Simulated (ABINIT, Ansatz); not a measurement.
Records of electronic-structure calculations.

```json
{"subject": "KNa3H4 (Pm-3m): G0W0 with ABINIT, start to end", "lattice_ang": [[5.1186, 0.0, 0.0], [0.0, 5.1186, 0.0], [0.0, 0.0, 5.1186]], "atoms": [["K", 0.5, 0.5, 0.5], ["Na", 0.0, 0.0, 0.5], ["Na", 0.0, 0.5, 0.0], ["Na", 0.5, 0.0, 0.0], ["H", 0.0, 0.0, 0.0], ["H", 0.5, 0.5, 0.0], ["H", 0.5, 0.0, 0.5], ["H", 0.0, 0.5, 0.5]], "method": "RPA screening on LDA, plane waves, norm-conserving pseudopotentials (and 2 further levels or steps)", "program": "ABINIT 10.8.3", "settings": "cutoff 38 Ha, PseudoDojo scalar-relativistic 0.4.1 standard, norm-conserving, ngkpt (2, 2, 2), nband 85, ecuteps 3.6 Ha, inclvkb 2, shiftk (0, 0, 0), symchi 1, awtr 1, frequency ppm, 2×2×2 k-mesh", "cost": "5 runs, 2 min in all on 4 MPI ranks of Arm Neoverse V1, shared host", "notes": "The cell and positions are those that the Materials Project relaxed with its own functionals (PBE, PBE+U or r2SCAN), kept fixed. The 2×2×2 mesh is coarse for this cell, which bears on the long-range parts of exchange and screening.", "results": {"lda_gap": "2.59 eV, indirect", "g0w0_gap_on_the_mesh": "4.72 eV", "gw_settings": "2×2×2 mesh, 85 bands, screening to 98 eV, Godby-Needs plasmon pole", "known_limits": "short of the basis limit; coarse k mesh"}}
```

[Long decimals in the printed logs are rounded to 6 places.]

[Logs are printed without paths, hosts, clocks, repeated set-up lines and the standing remarks that a program may print on its own settings, such as how far it seeks lower states.]

[Paths, hosts, dates, memory and timing lines, banners, echoed tables and standing remarks are left out of the program output; an Ansatz launch command may be rebuilt from the run's recorded settings. Measured values are a selection of at most five: reports struck by readers or far from the other reports are left out. None is set beside runs whose start may be inverted or whose files or cutoffs have a known fault.]

[Runs of the session that timed out or met a known fault of the program may be left out.]

[Hosts, paths, dates, database ids (printed as entryN), source tags and the programs' standing remarks are cut or masked in the printed files.]

[G0W0 gaps are taken among the corrected bands and points alone; a level outside them can change the order at an edge.]

[Where Ansatz stands beside ABINIT at settings called matched, ABINIT's density can come from a denser mesh and the files from another edition; pairs whose starting gaps differed by over 0.03 eV were left out, so agreement reads better than it is.]
